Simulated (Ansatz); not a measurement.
An input for Ansatz 0.2.0 (NaI (Fm-3m)):

```yaml
crystal:
  lattice:
    - [0.0, 3.2364, 3.2364]
    - [3.2364, 0.0, 3.2364]
    - [3.2364, 3.2364, 0.0]
  atoms:
    - { symbol: Na, position: [0.0, 0.0, 0.0] }
    - { symbol: I, position: [0.5, 0.5, 0.5] }
kpoints:
  mp_grid: { grid: [6, 6, 6] }
hamiltonian:
  xc: pbe
scf:
  occupations: { method: fixed }
dielectric: {}
```

```sh
ansatz run input.yaml --threads 3 --pin off --max-ram 92160MiB --backend cuda --events-out ev --progress --plain --runs-dir out --devices 1 --max-vram 13GiB
```

**Question.** Estimate wall time and host memory on 1 × NVIDIA H100 80GB HBM3 (shared by 6 runs) with 3 threads of AMD EPYC 7R13 (Zen 3), shared host.

It took 17 s; on shared hardware allow 8.7 s to 35 s. Peak host memory was 1.1 GiB.

[Paths, hosts, dates, memory and timing lines, banners, echoed tables and standing remarks are left out of the program output.]

[Logs are printed without paths, hosts, clocks, repeated set-up lines and the standing remarks that a program may print on its own settings, such as how far it seeks lower states.]

[Runs of the session that timed out or met a known fault of the program may be left out.]

[Cells called generated may have been cut or substituted from an entry of the Crystallography Open Database or the Materials Project.]

[Hosts, paths, dates, database ids (printed as entryN), source tags and the programs' standing remarks are cut or masked in the printed files.]
